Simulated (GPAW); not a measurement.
# Quasiparticle gap of SrGaSnH (P3m1) in GPAW

Wanted: ground state, empty states, screening and self-energy for SrGaSnH (P3m1).

Main program and level: GPAW 26.7.0; LDA and many-body steps on it, plane waves.

## (1) Starting point

The structure is trigonal, space group P3m1 (No. 156). Conventional cell: a = 4.483 Å, b = 4.483 Å, c = 5.191 Å, α = 90.00°, β = 90.00°, γ = 120.00°. Nearest to Sr lie 3 H at 2.61 Å. Ga has 1 H at 1.74 Å and 3 Sn at 2.70 Å nearest. Nearest to Sn lie 3 Ga at 2.70 Å. Nearest to H lie 1 Ga at 1.74 Å and 3 Sr at 2.61 Å. Farther neighbours are not listed.

Coordinates:

```
Sr Ga Sn H
1.0
     4.48290    0.00000    0.00000
    -2.24145    3.88231    0.00000
     0.00000    0.00000    5.19120
Sr Ga Sn H
1 1 1 1
Cartesian
  0.0000 0.0000 0.0000
  2.2414 1.2941 3.1178
  0.0000 2.5882 2.3469
  2.2414 1.2941 4.8621
```

The cell and positions come from the Crystallography Open Database and are kept as given unless a step says otherwise.

## (2) Ground state

This step: GPAW 26.7.0; DFT, LDA, plane waves, PAW.

The ground-state density comes first.

run.py reads:

```python
import json
import numpy as np
from gpaw.mpi import world
from ase import Atoms
from gpaw import GPAW, PW, FermiDirac

atoms = Atoms(['Sr', 'Ga', 'Sn', 'H'],
    cell=[[4.4829000000, 0.0000000000, 0.0000000000],
      [-2.2414500000, 3.8823052826, 0.0000000000],
      [0.0000000000, 0.0000000000, 5.1912000000]],
    scaled_positions=[[0.0000000000, 0.0000000000, 0.0000000000],
      [0.6666666667, 0.3333333333, 0.6006000000],
      [0.3333333333, 0.6666666667, 0.4521000000],
      [0.6666666667, 0.3333333333, 0.9366000000]],
    pbc=(True, True, True))
calc = GPAW(mode=PW(600),
    xc='LDA',
    kpts={'size': (6, 6, 6), 'gamma': True},
    occupations=FermiDirac(0.001),
    nbands=-8,
    convergence={'density': 1e-6, 'bands': -3},
    maxiter=100,
    txt='gs.txt')
atoms.calc = calc
res = {'energy': atoms.get_potential_energy()}
kpts = calc.get_ibz_k_points()
res['kpts'] = kpts
res['eigenvalues'] = [calc.get_eigenvalues(kpt=k) for k in range(len(kpts))]
res['n_electrons'] = calc.get_number_of_electrons()
calc.write('gs.gpw')

if world.rank == 0:
    with open('result.json', 'w') as f:
        json.dump(res, f, default=lambda x: x.tolist())
```

Started as:

```bash
> mpirun -n 4 gpaw python run.py
```

Numbers of over 12 decimals in the logs are rounded to 6 here.

The log of the run:

```text
__  _  _
 | _ |_)|_||  |
 |__||  | ||/\| - 26.7.0

Input parameters:
  mode=PW(ecut=600.0),
  convergence={'density': 1e-06, 'bands': -3},
  kpts=MonkhorstPack(size=(6, 6, 6), gamma=True),
  maxiter=100,
  nbands=-8,
  occupations=Occupations(name='fermi-dirac', width=0.001, fixmagmom=False),
  xc=XC(name='LDA')
  [... matrices ...]
Diagonalizing LCAO Hamiltonian
Converting LCAO to pw mode

             H

         Sn  Ga

       Sr

Atoms  # Å, Bohr magnetons
|   | symbol |         x |        y |        z |    initial magnetic moments |
| 0 |     Sr |  0.000000 | 0.000000 | 0.000000 | ( 0.0000,  0.0000,  0.0000) |
| 1 |     Ga |  2.241450 | 1.294102 | 3.117835 | ( 0.0000,  0.0000,  0.0000) |
| 2 |     Sn | -0.000000 | 2.588204 | 2.346942 | ( 0.0000,  0.0000,  0.0000) |
| 3 |      H |  2.241450 | 1.294102 | 4.862078 | ( 0.0000,  0.0000,  0.0000) |

Unit cell  # Å
| periodic |         x |        y |        z |  lengths |     angles |
|      yes |  4.482900 | 0.000000 | 0.000000 | 4.482900 |  90.000000 |
|      yes | -2.241450 | 3.882305 | 0.000000 | 4.482900 |  90.000000 |
|      yes |  0.000000 | 0.000000 | 5.191200 | 5.191200 | 120.000000 |

Number of symmetries: 6
Symmetry operations  # r_c * U_cc + t_c -> r_c
|   | kind |            matrix            |
| 0 |  σ   |  1, 1, 0,  0,-1, 0,  0, 0, 1 |
| 1 |  E   |  1, 0, 0,  0, 1, 0,  0, 0, 1 |
| 2 |  C3  |  0, 1, 0, -1,-1, 0,  0, 0, 1 |
| 3 |  σ   |  0,-1, 0, -1, 0, 0,  0, 0, 1 |
| 4 |  σ   | -1, 0, 0,  1, 1, 0,  0, 0, 1 |
| 5 |  C3  | -1,-1, 0,  1, 0, 0,  0, 0, 1 |

BZ-sampling:
  Number of BZ points: 216
  Number of IBZ points: 34

  Monkhorst-Pack size: [6, 6, 6]
  Monkhorst-Pack shift: [0.083333, 0.083333, 0.083333]

K-points  # in reciprocal-cell coordinates
|     |                                coordinates |     weight |
|   0 | (  0.00000000,   0.00000000,   0.00000000) | 0.00462963 |
|   1 | (  0.00000000,   0.00000000,   0.16666667) | 0.00925926 |
|   2 | (  0.00000000,   0.00000000,   0.33333333) | 0.00925926 |
|   3 | (  0.00000000,   0.00000000,   0.50000000) | 0.00462963 |
|   4 | (  0.16666667,   0.00000000,  -0.33333333) | 0.02777778 |
|   5 | (  0.16666667,   0.00000000,  -0.16666667) | 0.02777778 |
|   6 | (  0.16666667,   0.00000000,   0.00000000) | 0.02777778 |
|   7 | (  0.16666667,   0.00000000,   0.16666667) | 0.02777778 |
|   8 | (  0.16666667,   0.00000000,   0.33333333) | 0.02777778 |
|   9 | (  0.16666667,   0.00000000,   0.50000000) | 0.02777778 |
| ... |                                            |            |
|  33 | (  0.50000000,   0.50000000,   0.50000000) | 0.01388889 |

Plane wave coefficients: 3033
Cutoff: 600.0 eV

Spin-components: 1 (collinear spins)
Bands:           22
Projectors:      19
Spin-degeneracy: 2
Datatype:        complex128

  Storage: CPU
  Wave functions: 36_083_520 bytes (9_020_880 per core)
  Projectors: 52_485_120 bytes (13_121_280 per core)
  [... matrices ...]
Parallelization:
  kpt:    4
  domain: 1
  band:   1

Density:
  Valence electrons: 28.0
  Components: 1
  Grid points: [27 27 30]
  Charge: 0.0  # |e|

Potential:
  Grid points: [27 27 30]

species:
  Sr:
    name:    Strontium
    Z:       38.0
    valence: 10
    core:    28
    charge:  0.0  # [|e|]
    compensation charges:
      type: gauss
      rc: 0.40  # [Å]
      lmax: 2
    cutoffs:
      filter: 2.39  # [Å]
      core: 1.85  # [Å]
    projectors
    | kind |    occ | energy [eV] | rcut [Å] |
    |   4s |  2.000 |     -40.901 |    1.291 |
    |   5s |  2.000 |      -3.641 |    1.291 |
    |   4p |  6.000 |     -22.864 |    1.291 |
    |    p |        |       4.348 |    1.291 |
    |    d |        |       0.000 |    1.254 |

    Using partial waves for Sr as LCAO basis

  Ga:
    name:    Gallium
    Z:       31.0
    valence: 3
    core:    28
    charge:  0.0  # [|e|]
    compensation charges:
      type: gauss
      rc: 0.37  # [Å]
      lmax: 2
    cutoffs:
      filter: 2.06  # [Å]
      core: 4.17  # [Å]
    projectors
    | kind |    occ | energy [eV] | rcut [Å] |
    |   4s |  2.000 |      -9.167 |    1.164 |
    |   4p |  1.000 |      -2.734 |    1.164 |
    |    s |        |      18.045 |    1.164 |
    |    p |        |      24.478 |    1.164 |
    |    d |        |       0.000 |    1.164 |

    Using partial waves for Ga as LCAO basis

  Sn:
    name:    Tin
    Z:       50.0
    valence: 14
    core:    36
    charge:  0.0  # [|e|]
    compensation charges:
      type: gauss
      rc: 0.38  # [Å]
      lmax: 2
    cutoffs:
      filter: 2.23  # [Å]
      core: 2.35  # [Å]
    projectors
    | kind |    occ | energy [eV] | rcut [Å] |
    |   5s |  2.000 |     -10.799 |    1.201 |
    |   5p |  2.000 |      -3.869 |    1.270 |
    |   4d | 10.000 |     -25.910 |    1.185 |
    |    s |        |      16.413 |    1.201 |
    |    p |        |      23.342 |    1.270 |
    |    d |        |       1.302 |    1.185 |

    Using partial waves for Sn as LCAO basis

  H:
    name:    Hydrogen
    Z:       1.0
    valence: 1
    core:    0
    charge:  0.0  # [|e|]
    compensation charges:
      type: gauss
      rc: 0.15  # [Å]
      lmax: 2
    cutoffs:
      filter: 0.85  # [Å]
      core: 0.53  # [Å]
    projectors
    | kind |    occ | energy [eV] | rcut [Å] |
    |   1s |  1.000 |      -6.353 |    0.476 |
    |    s |        |      20.858 |    0.476 |
    |    p |        |       0.000 |    0.476 |

    Using partial waves for H as LCAO basis

Reference energy: -307082.506936  # eV

eigensolver:
  PPCG
  Converge bands: -3
  niter=2

density mixing:
  MSR1-Mixer
  Pratt-step length: 0.05
  Maximum mixing coefficient: 0.75
  Old densities: 10
  SVD Regularization: 0.005
  Good broyden scale: 1.0
  Trust region scale: 1.0
  Backstep threshold: 4.0
  History deletion threshold: 6.0
  Fourier metric: weight=20.0, sigma=0.015

occupation numbers:
  Fermi-Dirac:
    width: 0.0010  # eV

poisson solver:
  ecut: 4800.0  # eV

xc functional:
  name: None

Initialization done in: 2.380 s

convergence criteria:
- Maximum integral of absolute [dens]ity change: 1e-06 electrons / valence electron
- Maximum [total energy] change in last 3 cyles: 0.0005 eV / valence electron
- Maximum integral of absolute [eigenst]ate change: 4e-08 eV^2 / valence electron
maximum number of iterations: 100

SCF iterations
|iter     |     time |      energy | eigst |  dens |
|iter:   1|  |  -16.129369 | +1.18 |       |
|iter:   2|  |  -16.089987 | +0.22 | -1.22 |
|iter:   3|  |  -15.782626 | -0.55 | -1.25 |
|iter:   4|  |  -15.751754 | -1.42 | -1.73 |
|iter:   5|  |  -15.751162 | -2.07 | -2.27 |
|iter:   6|  |  -15.751204c| -3.41 | -2.60 |
|iter:   7|  |  -15.751204c| -4.16 | -3.54 |
|iter:   8|  |  -15.751204c| -5.64 | -4.03 |
|iter:   9|  |  -15.751204c| -6.59 | -4.53 |
|iter:  10|  |  -15.751204c| -7.48c| -5.08 |
|iter:  11|  |  -15.751204c| -8.17c| -5.98 |
|iter:  12|  |  -15.751204c| -8.54c| -6.36c|

Converged in 12 steps
SCF loop duration: 9.138 s (0.762 s/step)
Energy contributions relative to reference atoms: (reference = -307082.506936)
  [... matrices ...]
Energy contributions:
  Kinetic:          14.337348
  Coulomb:         -10.930611
  Zero:             -0.170942
  External:          0.000000
  Xc:              -18.986999
  Entropy:          -0.000000
  Spinorbit:         0.000000
  ----------------------------
  Free energy:     -15.751204
  Extrapolated:    -15.751204

dipole moment: (-9.351203, -14.877836, -19.179206)  # |e|*Ang

Fermi level: 5.476
Eigenvalues  # (at kpt = [0.000, 0.000, 0.000])
| band index |      eig [eV] | occ [0-2] |
|          0 |       -30.404 |     2.000 |
|        ... |               |           |
|          6 |       -12.521 |     2.000 |
|          7 |       -12.398 |     2.000 |
|          8 |       -12.398 |     2.000 |
|          9 |        -4.424 |     2.000 |
|         10 |         0.477 |     2.000 |
|         11 |         3.399 |     2.000 |
|         12 |         4.779 |     2.000 |
|         13 |         4.779 |     2.000 |
|         14 |         6.016 |     0.000 |
|         15 |         8.289 |     0.000 |
|         16 |         8.289 |     0.000 |
|         17 |         8.605 |     0.000 |
|         18 |         9.012 |     0.000 |
|         19 |         9.012 |     0.000 |
|         20 |         9.433 |     0.000 |
|         21 |         9.436 |     0.000 |

Gap: 0.286 eV
Transition (v -> c):
  (s=0, k=3, n=13, [0.00, 0.00, 0.50]) -> (s=0, k=3, n=14, [0.00, 0.00, 0.50])
No difference between direct/indirect transitions
# Writing to gs.gpw (mode='')
  [... matrices ...]
```

Run time: 14 s. Hardware: 4 MPI ranks of AMD EPYC 7R43, shared host; peak memory 0.8 GiB.

Numbers from this step:

- total energy: -15.75 eV
- gap: 0.2856 eV
- k of the valence top: 0, 0, 0.5
- k of the conduction bottom: 0, 0, 0.5
- least direct gap: 0.2856 eV

The gap is direct, at (0.000, 0.000, 0.500).

## (3) Bands along the symmetry lines

Levels along a band path, at the cheap level, show where the edges lie and whether the meshes to come will hold them.

run.py reads:

```python
import json
import numpy as np
from gpaw.mpi import world
from gpaw import GPAW

path = [[0.000000, 0.000000, 0.000000],
    [0.062500, 0.000000, 0.000000],
    [0.125000, 0.000000, 0.000000],
    [0.187500, 0.000000, 0.000000],
    [0.250000, 0.000000, 0.000000],
    [0.312500, 0.000000, 0.000000],
    [0.375000, 0.000000, 0.000000],
    [0.437500, 0.000000, 0.000000],
    [0.500000, 0.000000, 0.000000],
    [0.479167, 0.041667, 0.000000],
    [0.458333, 0.083333, 0.000000],
    [0.437500, 0.125000, 0.000000],
    [0.416667, 0.166667, 0.000000],
    [0.395833, 0.208333, 0.000000],
    [0.375000, 0.250000, 0.000000],
    [0.354167, 0.291667, 0.000000],
    [0.333333, 0.333333, 0.000000],
    [0.291667, 0.291667, 0.000000],
    [0.250000, 0.250000, 0.000000],
    [0.208333, 0.208333, 0.000000],
    [0.166667, 0.166667, 0.000000],
    [0.125000, 0.125000, 0.000000],
    [0.083333, 0.083333, 0.000000],
    [0.041667, 0.041667, 0.000000],
    [0.000000, 0.000000, 0.000000],
    [0.000000, 0.000000, 0.062500],
    [0.000000, 0.000000, 0.125000],
    [0.000000, 0.000000, 0.187500],
    [0.000000, 0.000000, 0.250000],
    [0.000000, 0.000000, 0.312500],
    [0.000000, 0.000000, 0.375000],
    [0.000000, 0.000000, 0.437500],
    [0.000000, 0.000000, 0.500000],
    [0.062500, 0.000000, 0.500000],
    [0.125000, 0.000000, 0.500000],
    [0.187500, 0.000000, 0.500000],
    [0.250000, 0.000000, 0.500000],
    [0.312500, 0.000000, 0.500000],
    [0.375000, 0.000000, 0.500000],
    [0.437500, 0.000000, 0.500000],
    [0.500000, 0.000000, 0.500000],
    [0.479167, 0.041667, 0.500000],
    [0.458333, 0.083333, 0.500000],
    [0.437500, 0.125000, 0.500000],
    [0.416667, 0.166667, 0.500000],
    [0.395833, 0.208333, 0.500000],
    [0.375000, 0.250000, 0.500000],
    [0.354167, 0.291667, 0.500000],
    [0.333333, 0.333333, 0.500000],
    [0.291667, 0.291667, 0.500000],
    [0.250000, 0.250000, 0.500000],
    [0.208333, 0.208333, 0.500000],
    [0.166667, 0.166667, 0.500000],
    [0.125000, 0.125000, 0.500000],
    [0.083333, 0.083333, 0.500000],
    [0.041667, 0.041667, 0.500000],
    [0.000000, 0.000000, 0.500000],
    [0.500000, 0.000000, 0.500000],
    [0.500000, 0.000000, 0.437500],
    [0.500000, 0.000000, 0.375000],
    [0.500000, 0.000000, 0.312500],
    [0.500000, 0.000000, 0.250000],
    [0.500000, 0.000000, 0.187500],
    [0.500000, 0.000000, 0.125000],
    [0.500000, 0.000000, 0.062500],
    [0.500000, -0.000000, 0.000000],
    [0.333333, 0.333333, 0.500000],
    [0.333333, 0.333333, 0.437500],
    [0.333333, 0.333333, 0.375000],
    [0.333333, 0.333333, 0.312500],
    [0.333333, 0.333333, 0.250000],
    [0.333333, 0.333333, 0.187500],
    [0.333333, 0.333333, 0.125000],
    [0.333333, 0.333333, 0.062500],
    [0.333333, 0.333333, 0.000000]]
calc = GPAW('gs.gpw').fixed_density(kpts=path,
    symmetry='off',
    nbands=24,
    convergence={'bands': 20},
    txt='bands.txt')
res = {}
kpts = calc.get_ibz_k_points()
res['kpts'] = kpts
res['eigenvalues'] = [calc.get_eigenvalues(kpt=k) for k in range(len(kpts))]
res['n_electrons'] = calc.get_number_of_electrons()

if world.rank == 0:
    with open('result.json', 'w') as f:
        json.dump(res, f, default=lambda x: x.tolist())
```

Started as:

```bash
> mpirun -n 4 gpaw python run.py
```

The log of the run:

```text
Diagonalizing LCAO Hamiltonian
Converting LCAO to pw mode
convergence criteria:
- Maximum integral of absolute [eigenst]ate change: 4e-08 eV^2 / valence electron
maximum number of iterations: 100

SCF iterations
|iter     |     time |      energy | eigst |  dens |
|iter:   1|  |             | +1.55 |       |
|iter:   2|  |             | +0.59 |       |
|iter:   3|  |             | -0.12 |       |
[...]
|iter:   8|  |             | -5.62 |       |
|iter:   9|  |             | -6.82 |       |
|iter:  10|  |             | -7.65c|       |
SCF steps: 10
  __  _  _
 | _ |_)|_||  |
 |__||  | ||/\| - 26.7.0

Input parameters:
  mode=PW(ecut=600.0),
  convergence={'bands': 20},
  gpts=array([27, 27, 30]),
  kpts=KPoints(kpts=array([[ 0.      ,  0.      ,  0.      ],
         [ 0.0625  ,  0.      ,  0.      ],
         [ 0.125   ,  0.      ,  0.      ],
         [ 0.1875  ,  0.      ,  0.      ],
[...]
[ 0.479167,  0.041667,  0.      ],
         [ 0.458333,  0.083333,  0.      ],
[...]
[ 0.416667,  0.166667,  0.      ],
[...]
[ 0.5     ,  0.      ,  0.0625  ],
         [ 0.5     , -0.      ,  0.      ],
[...]
[ 0.333333,  0.333333,  0.125   ],
         [ 0.333333,  0.333333,  0.0625  ],
         [ 0.333333,  0.333333,  0.      ]])),
  maxiter=100,
  nbands=24,
  occupations=Occupations(name='fermi-dirac', width=0.001, fixmagmom=False),
  parallel={},
  symmetry=Symmetry(point_group=False, time_reversal=False),
  xc=XC(name='LDA')
  [... matrices ...]
timing:  # [seconds]
  Total: 0.061  # ━━━━━━━━━━━━━━━━━━━━━━━━━━━━━━━━━━━━━━━━━━━━━━━━━━━━━━━━━━━
```

It took 22 s on 4 MPI ranks; peak memory 0.95 GiB.

Numbers from this step:

```
gap                        : 0.2856 eV
k of the valence top       : 0, 0, 0.5
k of the conduction bottom : 0, 0, 0.5
least direct gap           : 0.2856 eV
```

The gap is 0.286 eV, as in the run before at this level.

The electronic bands at the labelled points (eV, zero at the top of the highest filled band):

| point | band 11 | band 12 | band 13 | band 14 | band 15 | band 16 | band 17 | band 18 |
| --- | --- | --- | --- | --- | --- | --- | --- | --- |
| Γ | -4.90 | -1.98 | -0.60 | -0.60 | 0.64 | 2.91 | 2.91 | 3.23 |
| halfway | -5.41 | -2.72 | -1.46 | -1.12 | 0.85 | 2.29 | 2.55 | 2.83 |
| M | -6.87 | -3.34 | -1.54 | -1.08 | 0.48 | 1.26 | 2.27 | 2.66 |
| halfway | -6.88 | -3.37 | -2.57 | -0.99 | 0.81 | 1.83 | 2.52 | 3.58 |
| K | -7.17 | -3.61 | -2.96 | -0.91 | 0.49 | 2.33 | 3.23 | 4.52 |
| halfway | -5.58 | -2.75 | -1.92 | -1.36 | 1.65 | 1.94 | 2.42 | 2.93 |
| Γ | -4.90 | -1.98 | -0.60 | -0.60 | 0.64 | 2.91 | 2.91 | 3.23 |
| halfway | -5.68 | -1.24 | -0.36 | -0.36 | 0.79 | 1.98 | 1.98 | 3.04 |
| A | -6.35 | -0.30 | 0.00 | 0.00 | 0.29 | 1.37 | 1.37 | 2.51 |
| halfway | -6.03 | -3.26 | -1.34 | -1.21 | 1.20 | 2.54 | 2.58 | 3.93 |
| L | -6.45 | -4.28 | -1.92 | -1.82 | 1.17 | 2.45 | 3.65 | 4.13 |
| halfway | -6.61 | -4.21 | -2.50 | -1.73 | 1.93 | 2.26 | 3.72 | 3.83 |
| H | -7.14 | -4.14 | -2.93 | -1.57 | 1.41 | 3.45 | 3.46 | 4.10 |
| halfway | -6.00 | -3.54 | -1.87 | -1.31 | 1.76 | 2.56 | 2.98 | 3.45 |
| A | -6.35 | -0.30 | 0.00 | 0.00 | 0.29 | 1.37 | 1.37 | 2.51 |
| jump to L | -6.45 | -4.28 | -1.92 | -1.82 | 1.17 | 2.45 | 3.65 | 4.13 |
| halfway | -6.68 | -3.84 | -1.69 | -1.46 | 0.52 | 1.96 | 3.22 | 3.48 |
| M | -6.87 | -3.34 | -1.54 | -1.08 | 0.48 | 1.26 | 2.27 | 2.66 |
| jump to H | -7.14 | -4.14 | -2.93 | -1.57 | 1.41 | 3.45 | 3.46 | 4.10 |
| halfway | -7.17 | -3.63 | -3.30 | -1.29 | 1.84 | 2.44 | 3.10 | 3.73 |
| K | -7.17 | -3.61 | -2.96 | -0.91 | 0.49 | 2.33 | 3.23 | 4.52 |

The electronic bands as a text plot (rows in eV, shown from -8.0 to 2.5 only):

```
    2.3 |+++++++++ +++  ++ +      +++    +++    + +++   +  + ++ +
    1.8 |    +    +   +++++    ++   +      +   + +  ++       ++
    1.4 | +   ++++     +         +++ +    + +++   ++++   ++++
    1.0 |+ ++    ++   +    +   +   ++ ++++           +++       +
    0.5 |    ++++  +++      +++ ++                      ++++    +
    0.1 |                        *+
   -0.3 |                     *******                *
   -0.8 |***      ****    ****  *  **             ****          *
   -1.2 | * ******    *****    *     *           ***     *** ***
   -1.7 |  **  **        *    *     * ************    *******
   -2.1 |**      *      * ****          ***     *   * *
   -2.5 |  **     *    * *                 *   *
   -3.0 |    *     ******                   ***   **        **  *
   -3.4 |     *********              *           *        **  ***
   -3.8 |                             *         *       **   **
   -4.3 |                              *********      **    *
   -4.7 |*                 **
   -5.2 | **             **  **
   -5.6 |   **          *      *
   -6.0 |     *        *        *   ****        *****
   -6.5 |      *      *          ***    ****   *     ****
   -6.9 |       **** *                      * *          ***
   -7.3 |          **                       ***             *****
   -7.8 |       ***  *                   ***   *      ******
         Γ      M   K       Γ     A      L   H       A|L  M|H   K
```

## (4) Empty states on the mesh, 3×3×2 mesh, 117 bands

The sums over transitions need many empty states on a uniform mesh; this step solves for them.

run.py reads:

```python
import json
import numpy as np
from gpaw.mpi import world
from gpaw import GPAW

calc = GPAW('gs.gpw').fixed_density(kpts={'size': (3, 3, 2), 'gamma': True},
    nbands=136,
    convergence={'bands': 117},
    txt='nscf.txt')
calc.write('full.gpw', mode='all')
res = {}
kpts = calc.get_ibz_k_points()
res['kpts'] = kpts
res['eigenvalues'] = [calc.get_eigenvalues(kpt=k) for k in range(len(kpts))]
res['n_electrons'] = calc.get_number_of_electrons()

if world.rank == 0:
    with open('result.json', 'w') as f:
        json.dump(res, f, default=lambda x: x.tolist())
```

Started as:

```bash
> mpirun -n 4 gpaw python run.py
```

The log of the run:

```text
Diagonalizing LCAO Hamiltonian
Converting LCAO to pw mode
convergence criteria:
- Maximum integral of absolute [eigenst]ate change: 4e-08 eV^2 / valence electron
maximum number of iterations: 100

SCF iterations
|iter     |     time |      energy | eigst |  dens |
|iter:   1|  |             | +4.23 |       |
|iter:   2|  |             | +2.95 |       |
|iter:   3|  |             | +1.82 |       |
[...]
|iter:  12|  |             | -6.82 |       |
|iter:  13|  |             | -7.31 |       |
|iter:  14|  |             | -7.80c|       |
SCF steps: 14
  __  _  _
 | _ |_)|_||  |
 |__||  | ||/\| - 26.7.0

Input parameters:
  mode=PW(ecut=600.0),
  convergence={'bands': 117},
  gpts=array([27, 27, 30]),
  kpts=MonkhorstPack(size=(3, 3, 2), gamma=True),
  maxiter=100,
  nbands=136,
  occupations=Occupations(name='fermi-dirac', width=0.001, fixmagmom=False),
  parallel={},
  xc=XC(name='LDA')
# Writing to full.gpw (mode='all')
  [... matrices ...]

timing:  # [seconds]
  Total: 0.153  # ━━━━━━━━━━━━━━━━━━━━━━━━━━━━━━━━━━━━━━━━━━━━━━━━━━━━━━━━━━━
```

It took 22 s on 4 MPI ranks; peak memory 0.82 GiB.

Numbers from this step:

```yaml
gap: 0.2856 eV
k_of_the_valence_top: 0, 0, 0.5
k_of_the_conduction_bottom: 0, 0, 0.5
least_direct_gap: 0.2856 eV
k_points_computed: 6
lowest_point_of_the_top_converged_band_above_the_valence_top: 53.9473 eV
```

On this mesh the gap is 0.286 eV.

(Continued in part 2 of 2.)

[Paths, hosts, dates, memory and timing lines, banners, echoed tables and standing remarks are left out of the program output.]

[Logs are printed without paths, hosts, clocks, repeated set-up lines and the standing remarks that a program may print on its own settings, such as how far it seeks lower states.]

[Runs of the session that timed out or met a known fault of the program may be left out.]

[Hosts, paths, dates, database ids (printed as entryN), source tags and the programs' standing remarks are cut or masked in the printed files.]
